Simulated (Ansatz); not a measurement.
# Pb2SeO (built on the sites of a database entry of PbSe): a soft mode frozen in

Which phase does Pb2SeO (built on the sites of a database entry of PbSe) fall into along its unstable mode, and how much energy does it gain?

Main program and level: Ansatz 0.2.0; DFT PBEsol, scalar-relativistic, plane waves, PAW.

The structure was built from a prototype and need not be the compound's stable phase.

## 1. Starting point

Symmetry: Amm2, No. 38, orthorhombic system. The conventional cell has a = 3.866 Å, b = 3.728 Å, c = 13.024 Å, α = 90.00°, β = 90.00°, γ = 90.00°. Nearest to Pb lie 4 O at 2.75 Å and 2 Se at 3.04 Å. Nearest to Pb lie 1 O at 2.26 Å and 4 Se at 2.97 Å. Nearest to Se lie 6 Pb at 2.97 to 3.04 Å. O has 5 Pb at 2.26 to 2.75 Å nearest. Farther neighbours and most contacts between anions are not listed.

## 2. Zone-centre response

The cell comes from relaxations at this level that are not shown. The zone centre is the only wavevector solved here; it holds the modes that light can see, as far as symmetry allows. The response to a homogeneous field gives the Born charges and the dielectric tensor.

input.yaml reads:

```yaml
crystal:
  lattice:
    - [1.8641447281, -6.5120773025, 0.0]
    - [1.8641447281, 6.5120773025, 0.0]
    - [0.0, 0.0, 3.8663254647]
  atoms:
    - { symbol: Pb, position: [0.6057161026, 0.3942838974, 0.75] }
    - { symbol: Pb, position: [0.3232056694, 0.6767943306, 0.25] }
    - { symbol: Se, position: [0.9214061829, 0.0785938171, 0.75] }
    - { symbol: O, position: [0.1496720452, 0.8503279548, 0.25] }
kpoints:
  mp_grid: { grid: [8, 8, 8] }
hamiltonian:
  xc: pbesol
scf:
  occupations: { method: fixed }
output:
  eigenvalues: true
phonons:
  method: dfpt
  dielectric: true
  rigid_motions: translations
```

Started as:

```console
$ ansatz run input.yaml --threads 8 --pin off --max-ram 14336MiB --backend cpu --events-out ev --progress --plain --runs-dir out
```

Numbers of over 12 decimals in the logs are rounded to 6 here.

What it wrote:

```text
Engine: ansatz 0.2.0, x86_64-unknown-linux-gnu
Pseudopotentials: kind: paw
Pseudopotential: Pb, paw, valence charge 14, recommended cutoff 420 eV (normal), Pb.paw.azcp
Pseudopotential: Se, paw, valence charge 16, recommended cutoff 420 eV (normal), Se.paw.azcp
Pseudopotential: O, paw, valence charge 6, recommended cutoff 420 eV (normal), O.paw.azcp
Functional definition: PBEsol
  exchange = pbesol_x
  correlation = pbesol_c
Crystal: 4 atoms, lattice volume = 93.870 Å³
Basis set: ecut = 420 eV, 1819 PW (Γ), exchange–correlation on 96×96×60 points (8 copies of the dense FFT grid, shifted against one another)
Bands: 30, of which v1, the nominal top of the filled ones, is band 25 counted from 1 (24 counted from 0)
Symmetry: 4 space group operations
k-points: 260 of 512 (irreducible under 1 space group operation, time reversal used)
Non-local potential: Pb, projectors of the file, l = 0: 2, l = 1: 2, l = 2: 2, l = 3: 2
Non-local potential: Se, projectors of the file, l = 0: 2, l = 1: 2, l = 2: 3, l = 3: 1
Non-local potential: O, projectors of the file, l = 0: 2, l = 1: 2, l = 2: 1
PAW form: soft (Blöchl's): semilocal exchange-correlation on the pseudo side does not see the compensation charge
PAW frozen core: Pb, regenerated for the run's functional, and the local potential with it (the file was generated under x = pbe(κ = 0.804, μ = 0.219515), c = pbe(β = 0.066725))
PAW frozen core: Se, regenerated for the run's functional, and the local potential with it (the file was generated under x = pbe(κ = 0.804, μ = 0.219515), c = pbe(β = 0.066725))
PAW frozen core: O, regenerated for the run's functional, and the local potential with it (the file was generated under x = pbe(κ = 0.804, μ = 0.219515), c = pbe(β = 0.066725))
PAW one-centre angular grid: Pb, 590 points (default); XC on 64 Gauss nodes
PAW one-centre angular grid: Se, 590 points (default); XC on 64 Gauss nodes
PAW one-centre angular grid: O, 110 points (default); XC on 64 Gauss nodes
Initial density: superposition of atomic densities (neutral atoms: chi_scale 0, normalization atom), corrected by the library's trained network
Initial wavefunctions: pseudopotential atomic-orbital guess
Functional: x = pbesol(κ = 0.804, μ = 0.123457), c = pbesol(β = 0.046)
SCF iter   1: F=—  HF=-29494.614102 eV  |F-HF|=—  |Δ(HF+E_count)|=         —  Δρ=1.05e-2  dr2=1.09e-1  ethr=1.77e-3  ⟨swp⟩=5.0  Hψ=30551  notcnv=0  defer=767
preconditioner: auto → Resta (q_TF=auto, 2.456 Å⁻¹)  ε∞=3.8  [insulator: Δε(μ)=0.270 eV  Ē_g=14.446 eV  n_scr=26 (ndim 8)  ℏωp=24.2 eV  f_vac=0.011  ε∞_Penn≈3.8]
SCF iter   2: F=—  HF=-29494.600158 eV  |F-HF|=—  |Δ(HF+E_count)|=   1.39e-2  Δρ=6.99e-3  dr2=5.76e-2  ethr=2.18e-4  ⟨swp⟩=2.0  Hψ=15601  notcnv=0  defer=779
SCF iter   3: F=—  HF=-29494.591802 eV  |F-HF|=—  |Δ(HF+E_count)|=   8.36e-3  Δρ=1.59e-3  dr2=2.97e-3  ethr=1.15e-4  ⟨swp⟩=2.0  Hψ=9515  notcnv=0  defer=779
SCF iter   4: F=—  HF=-29494.591220 eV  |F-HF|=—  |Δ(HF+E_count)|=   5.81e-4  Δρ=5.12e-4  dr2=3.14e-4  ethr=5.93e-6  ⟨swp⟩=2.0  Hψ=10079  notcnv=0  defer=780
SCF iter   5: F=—  HF=-29494.591196 eV  |F-HF|=—  |Δ(HF+E_count)|=   2.40e-5  Δρ=1.54e-4  dr2=2.47e-5  ethr=6.29e-7  ⟨swp⟩=2.9  Hψ=12437  notcnv=0  defer=778
SCF iter   6: F=—  HF=-29494.591198 eV  |F-HF|=—  |Δ(HF+E_count)|=   1.45e-6  Δρ=3.41e-5  dr2=1.45e-6  ethr=4.95e-8  ⟨swp⟩=2.0  Hψ=14040  notcnv=0  defer=606
SCF iter   7: F=—  HF=-29494.591198 eV  |F-HF|=—  |Δ(HF+E_count)|=   1.17e-7  Δρ=1.26e-5  dr2=1.59e-7  ethr=2.90e-9  ⟨swp⟩=2.0  Hψ=14295  notcnv=0  defer=494
SCF iter   8: F=—  HF=-29494.591198 eV  |F-HF|=—  |Δ(HF+E_count)|=   9.23e-8  Δρ=3.15e-6  dr2=1.33e-8  ethr=3.17e-10  ⟨swp⟩=2.0  Hψ=14033  notcnv=0  defer=494
SCF iter   9: F=—  HF=-29494.591198 eV  |F-HF|=—  |Δ(HF+E_count)|=   9.04e-9  Δρ=8.20e-7  dr2=6.63e-10  ethr=2.66e-11  ⟨swp⟩=2.9  Hψ=13751  notcnv=0  defer=494
SCF iter  10: F=-29494.591198 eV  HF=-29494.591198 eV  |F-HF|=3.64e-12  |Δ(HF+E_count)|=  6.04e-10  Δρ=2.09e-7  dr2=4.69e-11  ethr=1.00e-12  ⟨swp⟩=13.5  Hψ=55570  notcnv=0
SCF 1 converged in 10 iterations: F = -29494.591198 eV  dr2 = 4.69e-11
  greatest PAW one-centre occupation: 1.000 electrons in one spin orbital (limit 2), on the Se atom at site 2 (counted from 0), in its partial waves of l = 2
NSCF: frozen V_eff on 207 k-points
DFPT response loops at Γ: preconditioner auto → Resta (q_TF=auto, 2.456 Å⁻¹)  ε∞=13.2 (no band partly filled); β = 1.00, the filter's whole step (`scf.mixing.beta` (0.50) is not read by the response loops at its default; to damp them type it under 1.00, their step now; it binds the ground state too); Broyden in place of MSR1
── the response to a field inside a basis, on 14×14×12 k-points: an SCF that follows is theirs, and a resumed run solves both again ──
Bands: 26, of which v1, the nominal top of the filled ones, is band 25 counted from 1 (24 counted from 0)
k-points: 336 of 2352 (time reversal used)
Initial density: handed on by an earlier stage of this run
Initial wavefunctions: pseudopotential atomic-orbital guess (no wavefunctions were taken with the density)
Eigensolver: Dense (336 Hₖ)
SCF iter   1: F=—  HF=-29494.577019 eV  |F-HF|=—  |Δ(HF+E_count)|=         —  Δρ=2.65e-4  dr2=2.20e-5  ethr=1.00e-1
preconditioner: auto → Resta (q_TF=auto, 2.456 Å⁻¹)  ε∞=4.6  [insulator: Δε(μ)=0.431 eV  Ē_g=12.691 eV  n_scr=26 (ndim 8)  ℏωp=24.2 eV  f_vac=0.010  ε∞_Penn≈4.6]
SCF iter   2: F=—  HF=-29494.577020 eV  |F-HF|=—  |Δ(HF+E_count)|=   9.44e-7  Δρ=1.36e-4  dr2=1.71e-5  ethr=4.41e-8
SCF iter   3: F=—  HF=-29494.577019 eV  |F-HF|=—  |Δ(HF+E_count)|=   7.96e-7  Δρ=8.36e-5  dr2=1.97e-6  ethr=3.42e-8
SCF iter   4: F=—  HF=-29494.577019 eV  |F-HF|=—  |Δ(HF+E_count)|=   3.27e-7  Δρ=3.65e-5  dr2=4.19e-7  ethr=3.95e-9
SCF iter   5: F=-29494.577019 eV  HF=-29494.577019 eV  |F-HF|=2.25e-9  |Δ(HF+E_count)|=   9.14e-8  Δρ=8.12e-6  dr2=2.84e-8  ethr=8.39e-10
SCF 1 converged in 5 iterations: F = -29494.577019 eV  dr2 = 2.84e-8
DFPT response loops at Γ: preconditioner auto → Resta (q_TF=auto, 2.456 Å⁻¹)  ε∞=11.8 (no band partly filled); β = 1.00, the filter's whole step (`scf.mixing.beta` (0.50) is not read by the response loops at its default; to damp them type it under 1.00, their step now; it binds the ground state too); Broyden in place of MSR1
WARN: field response: ε∞ stands inside a basis, on 14×14×12 points; the force constants stand on the 8×8×8 k-mesh, whose period is 9.43 times the interband length at k = (0.3750, 0.3750, 0.1250), direct gap 1.019 eV, under 14: take them and everything formed from them as unconverged, and compare with a denser kpoints.mp_grid
SCF converged after 10 iterations
Free energy (F): -29494.591198 eV
Harris-Foulkes:  -29494.591198 eV  (|F-HF|=3.64e-12)
Internal energy: -29494.591198 eV  (E = F + TS)
E sigma→0 (E₀):  -29494.591198 eV
Fermi energy:    9.542713 eV
--- Per-component energies (eV) ---
  E_band       = -460.726273
  E_kinetic    = 866.448921
  E_local      = -4873.330666  (includes V_loc(G=0)·N_el)
  E_nonlocal   = 159.684984
  E_hartree    = 2162.358783
  E_xc         = -615.096498
  E_vxc        = -457.817112  (∫ρ·V_xc dr)
  E_paw        = -22526.476746  (= ΣΔE_a)
  E_vpaw       = -480.431772  (= ΣTr[D̂ρ^β])
  E_aug_tail   = 0.001759  (compensation charges beyond the density's cutoff)
  E_ewald      = -4669.349707
  E_core_change = 1.167972  (= ΣΔE_core)
  E_smearing   = -0.000000  (= −TS)
  E_closure    = -0.000000  (closes the sum)
  Σ components = -29494.591198   (vs F -29494.591198, Δ=0.00e0)
--- Band table (eV; the first three rows and the last of 260) ---
  k-point 0: bands = [... 21 lower, 6.9419, 7.5061, 7.6215, 7.6818, 11.5889, 13.7842, 13.8232, 13.9129, ... 1 higher]
  k-point 1: bands = [... 21 lower, 7.0148, 7.2786, 7.7228, 8.4205, 11.6020, 13.1450, 13.7641, 13.8201, ... 1 higher]
  k-point 2: bands = [... 21 lower, 7.0183, 7.4859, 7.9882, 9.1853, 11.4944, 12.0426, 12.7862, 13.6026, ... 1 higher]
  k-point 259: bands = [... 21 lower, 7.2915, 7.6422, 7.7900, 8.4063, 10.0761, 10.9660, 13.4479, 14.0792, ... 1 higher]
--- Phonons (Γ-DFPT): 12 representative perturbations + reference, on 260 of 512 k-points (Σ response iterations 38) ---
  k mesh reduced under 1 symmetry operation, with k and −k counted as one. Each operation leaves every solved perturbation unchanged. A smaller set is not considered because the run solves the response to a homogeneous field
  ASR residual: 1.910e-4 → 0.000e0 eV/Å²; symmetrization residual: 8.292e-6 eV/Å²
  ASR residual per site (eV/Å²): 1.91e-4 1.39e-4 3.33e-5 6.24e-5
  Γ frequencies (cm⁻¹): -179.90 -167.70 0.00 0.00 0.00 23.51 37.47 97.38 111.60 122.10 127.68 350.41
  ε∞ (high-frequency dielectric tensor):
       20.603671     0.000000     0.000000
        0.000000    14.688485     0.000000
        0.000000     0.000000    12.839479
  softest optical mode at Γ: -179.90 cm⁻¹; the repairs (sum rule, projections) moved no ω² at Γ by more than (1.66 cm⁻¹)²
  Born effective charges Z* (e; rows j = field, columns β = displacement):
    site 0:
         5.16396    0.00000    0.00000
         0.00000    2.96711    0.00000
         0.00000    0.00000    2.85288
    site 1:
         2.84795    0.00000    0.00000
         0.00000    3.38801    0.00000
         0.00000    0.00000    2.77237
    site 2:
        -5.36920   -0.00000   -0.00000
        -0.00000   -2.75553   -0.00000
        -0.00000   -0.00000   -2.71660
    site 3:
        -2.64271   -0.00000   -0.00000
        -0.00000   -3.59959   -0.00000
        -0.00000   -0.00000   -2.90865
  Z* charge neutrality: 2.674e-3 e pre-enforcement
  solved inside a basis spanned on kpoints, on 14×14×12 k-points, its susceptibility summed on 16×16×14: ε∞ is read to err by 8.6e-2, Z* by 3.9e-2 e (field_mesh: kpoints solves on kpoints); Z* is corrected for what the basis lacks
  optical modes at Γ without the LO–TO term, one row a degenerate level:
      ω (cm⁻¹)  modes    IR ((D/Å)²/amu)
       -179.90      1            10.2436
       -167.70      1            11.3551
         23.51      1             2.6996
         37.47      1             0.0546
         97.38      1             1.0297
        111.60      1             9.4221
        122.10      1             3.4508
        127.68      1             4.7080
        350.41      1            18.6803
  optical modes at Γ + LO–TO along q̂ = [1.0000, 0.0000, 0.0000]:
      ω (cm⁻¹)  modes    IR ((D/Å)²/amu)
       -167.70      1            11.3551
       -155.91      1             4.8594
         37.47      1             0.0546
         48.02      1             0.8405
         97.38      1             1.0297
        122.10      1             3.4508
        127.68      1             4.7080
        165.26      1            16.6653
        350.41      1            18.6803
  optical modes at Γ + LO–TO along q̂ = [0.0000, 1.0000, 0.0000]:
      ω (cm⁻¹)  modes    IR ((D/Å)²/amu)
       -179.90      1            10.2436
       -167.70      1            11.3551
         23.51      1             2.6996
         37.47      1             0.0546
        100.76      1             0.1705
        111.60      1             9.4221
        127.68      1             4.7080
        140.21      1             2.5387
        391.40      1            20.4515
  optical modes at Γ + LO–TO along q̂ = [0.0000, 0.0000, 1.0000]:
      ω (cm⁻¹)  modes    IR ((D/Å)²/amu)
       -179.90      1            10.2436
       -112.28      1             6.0160
         23.51      1             2.6996
         38.90      1             0.0692
         97.38      1             1.0297
        111.60      1             9.4221
        122.10      1             3.4508
        170.88      1            10.0326
        350.41      1            18.6803
```

Wall time 3 min (8 threads of Intel Xeon Platinum 8488C (Sapphire Rapids), shared host); peak memory 3.5 GiB; 22 min of CPU time.

This step gave:

```
gap on the k-mesh                                       : 0.3449 eV
volume per atom                                         : 23.47 Å³
sum-rule residual before enforcement                    : 1.91e-4 eV/Å²
miss of the charge sum rule                             : 0.002674 e
estimated error of the dielectric tensor                : 0.08633
estimated error of the Born charges                     : 0.03945 e
point group                                             : mm2
highest optical mode at the zone centre (no LO-TO term) : 350.4 cm⁻¹
lowest optical zone-centre mode                         : -179.9 cm⁻¹
mean high-frequency dielectric constant                 : 16.04
largest Born charge (third of the trace)                : 3.661 e
top of the zone-centre spectrum with the field          : 391.4 cm⁻¹
```

Without the LO-TO term. Patterns of degenerate modes are one choice out of their space. The modes at Γ (shares of kinetic energy by element, %) (negative means imaginary):

| mode | frequency (cm⁻¹) | symmetry | Pb % | Se % | O % |
| --- | --- | --- | --- | --- | --- |
| 1 | -179.9 | B2 | 8 | 1 | 92 |
| 2 | -167.7 | B1 | 7 | 1 | 92 |
| 3 | 0.0 | acoustic | 81 | 16 | 3 |
| 4 | 0.0 | acoustic | 81 | 16 | 3 |
| 5 | 0.0 | acoustic | 81 | 16 | 3 |
| 6 | 23.5 | B2 | 72 | 25 | 3 |
| 7 | 37.5 | B1 | 79 | 18 | 3 |
| 8 | 97.4 | A1 | 94 | 3 | 2 |
| 9 | 111.6 | B2 | 39 | 59 | 2 |
| 10 | 122.1 | A1 | 20 | 80 | 0 |
| 11 | 127.7 | B1 | 32 | 66 | 2 |
| 12 | 350.4 | A1 | 5 | 1 | 94 |

Displacements in mode 1 (-179.9 cm⁻¹), the largest set to 1:
```
Pb1 -0.08  0.00  0.00
Pb2  0.02  0.00  0.00
Se3 -0.04  0.00  0.00
O4   1.00  0.00  0.00
```

Displacements in mode 6 (23.5 cm⁻¹), the largest set to 1:
```
Pb1  0.89  0.00  0.00
Pb2 -0.57  0.00  0.00
Se3 -1.00  0.00  0.00
O4   0.83  0.00  0.00
```

Before it was imposed, the acoustic sum rule was missed by 1.9e-4 eV/Å² and the charge sum rule by 0.0027 e. Small misses are needed for a sound result but don't prove that mesh and cutoff are converged. The lowest optical mode is imaginary, 179.9i cm⁻¹, so the energy falls along it.

The log warns of the k mesh: “the force constants stand on the 8×8×8 k-mesh, whose period is 9.43 times the interband length at k = (0.3750, 0.3750, 0.1250), direct gap 1.019 eV, under 14: take them and everything formed from them as unconverged”.

## 3. The mode frozen in, largest atomic shift 0 Å

The mode followed lies at Γ with frequency 167.7i cm⁻¹, one of the unstable modes though not the softest. At small amplitude the distorted cell has space group no. 8 by a symmetry search on the positions. The undistorted cell that holds it gives the zero of energy on the same k mesh.

Edit input.yaml of step 2 so:

```diff
@@ -15,8 +15,6 @@
 scf:
-  occupations: { method: fixed }
+  occupations: { method: gaussian, width: 0.02 }
 output:
+  forces: true
+  stress: true
   eigenvalues: true
-phonons:
-  method: dfpt
-  dielectric: true
-  rigid_motions: translations
```

What it wrote:

```text
[...]
Crystal: 4 atoms, lattice volume = 93.870 Å³
Basis set: ecut = 420 eV, 1819 PW (Γ), exchange–correlation on 96×96×54 points (8 copies of the dense FFT grid, shifted against one another)
Bands: 30, of which v1, the nominal top of the filled ones, is band 25 counted from 1 (24 counted from 0)
Symmetry: 4 space group operations
[...]
k-points: 105 of 512 (time reversal used)
[...]
--- Band table (eV; the first three rows and the last of 105) ---
  k-point 0: bands = [... 21 lower, 6.9419, 7.5062, 7.6215, 7.6818, 11.5889, 13.7842, 13.8232, 13.9129]
  k-point 1: bands = [... 21 lower, 7.0148, 7.2786, 7.7228, 8.4205, 11.6020, 13.1450, 13.7641, 13.8201]
  k-point 2: bands = [... 21 lower, 7.0184, 7.4859, 7.9882, 9.1853, 11.4944, 12.0426, 12.7862, 13.6026]
  k-point 104: bands = [... 21 lower, 7.2915, 7.6422, 7.7900, 8.4063, 10.0761, 10.9660, 13.4479, 14.0792]
[key lines of the parts left out:]
SCF converged after 8 iterations
Free energy (F): -29494.591198 eV
Fermi energy:    9.715182 eV
P = ⅓ Tr σ = 0.0031 GPa (0.031 kbar)
```

Run time: 2.7 s. Hardware: 8 threads; peak memory 0.66 GiB.

This step gave:

- pressure: 0.003099 GPa
- energy from the undistorted cell: 0 meV/atom

At this level the gap is 0.34 eV on the k-mesh of the self-consistent run, which can miss the band edges.

## 4. The mode frozen in, largest atomic shift 0.6 Å

The atoms are moved along the unstable eigenvector, the largest shift by 0.6 Å, with the cell fixed.

input.yaml, the sections that differ from step 3:

```yaml
crystal:
  lattice:
    - [1.8641447281, -6.5120773025, 0.0]
    - [1.8641447281, 6.5120773025, 0.0]
    - [0.0, 0.0, 3.8663254647]
  atoms:
    - { symbol: Pb, position: [0.6057161026, 0.3942838974, 0.7386801853] }
    - { symbol: Pb, position: [0.3232056694, 0.6767943306, 0.2525247154] }
    - { symbol: Se, position: [0.9214061829, 0.0785938171, 0.7416364493] }
    - { symbol: O, position: [0.1496720452, 0.8503279548, 0.4051861077] }
# kpoints, hamiltonian, scf, output: as in step 3
```

What it wrote:

```text
[...]
Crystal: 4 atoms, lattice volume = 93.870 Å³
Basis set: ecut = 420 eV, 1819 PW (Γ), exchange–correlation on 96×96×54 points (8 copies of the dense FFT grid, shifted against one another)
Bands: 30, of which v1, the nominal top of the filled ones, is band 25 counted from 1 (24 counted from 0)
Symmetry: 2 space group operations
[...]
k-points: 150 of 512 (time reversal used)
[...]
--- Band table (eV; the first three rows and the last of 150) ---
  k-point 0: bands = [... 21 lower, 6.7622, 7.3800, 7.6335, 7.9795, 11.2880, 13.4879, 13.9608, 14.0778]
  k-point 1: bands = [... 21 lower, 6.8463, 7.5244, 7.7389, 8.4483, 11.2401, 13.0475, 13.6337, 14.0072]
  k-point 2: bands = [... 21 lower, 6.7112, 7.5495, 8.0170, 9.0817, 11.1132, 11.8996, 13.0224, 13.7700]
  k-point 149: bands = [... 21 lower, 6.5232, 7.1835, 8.4157, 8.4959, 10.1970, 10.9370, 13.2081, 14.0994]
[key lines of the parts left out:]
SCF converged after 7 iterations
Free energy (F): -29494.711950 eV
Fermi energy:    9.723545 eV
P = ⅓ Tr σ = 1.8488 GPa (18.488 kbar)
```

It took 3.6 s on 8 threads; peak memory 0.74 GiB.

Numbers from this step:

```
pressure                         : 1.849 GPa
gap on the k-mesh                : 0.6266 eV
energy from the undistorted cell : -30.19 meV/atom
```

The energy, extrapolated to zero smearing, is -30.19 meV/atom against the undistorted cell.

The run ends at a pressure of 1.85 GPa, with forces up to 0.41 eV/Å.

## 5. Energy along the mode, all amplitudes (two of the runs are shown above)

An imaginary frequency means negative curvature, so the energy should fall and then rise again as anharmonic terms take over.

Numbers from this step:

```yaml
depth_at_the_lowest_point_sampled: 30.19 meV/atom
largest_atomic_shift_at_that_point: 0.6 Å
```

The energy from the parent by largest atomic shift:

| largest atomic shift (Å) | energy from the parent (meV/atom) |
| --- | --- |
| 0.000 | 0 |
| 0.040 | -0.358 |
| 0.080 | -1.42 |
| 0.140 | -4.23 |
| 0.220 | -9.81 |
| 0.320 | -18.4 |
| 0.450 | -28.2 |
| 0.600 | -30.2 |

Displacement at unit largest shift by atom:

| atom | x (Å) | y (Å) | z (Å) | size |
| --- | --- | --- | --- | --- |
| Pb1 | 0.00 | 0.00 | -0.07 | 0.07 |
| Pb2 | 0.00 | 0.00 | 0.02 | 0.02 |
| Se3 | 0.00 | 0.00 | -0.05 | 0.05 |
| O4 | 0.00 | 0.00 | 1.00 | 1.00 |

The lowest of the steps tried is the last one, at 0.6 Å, 30.2 meV/atom below the parent; the bottom of the well need not coincide with a step.

(Continued in part 2 of 3.)

[Logs are printed without paths, hosts, clocks, repeated set-up lines and the standing remarks that a program may print on its own settings, such as how far it seeks lower states.]

[Hosts, paths, dates, database ids (printed as entryN), source tags and the programs' standing remarks are cut or masked in the printed files.]
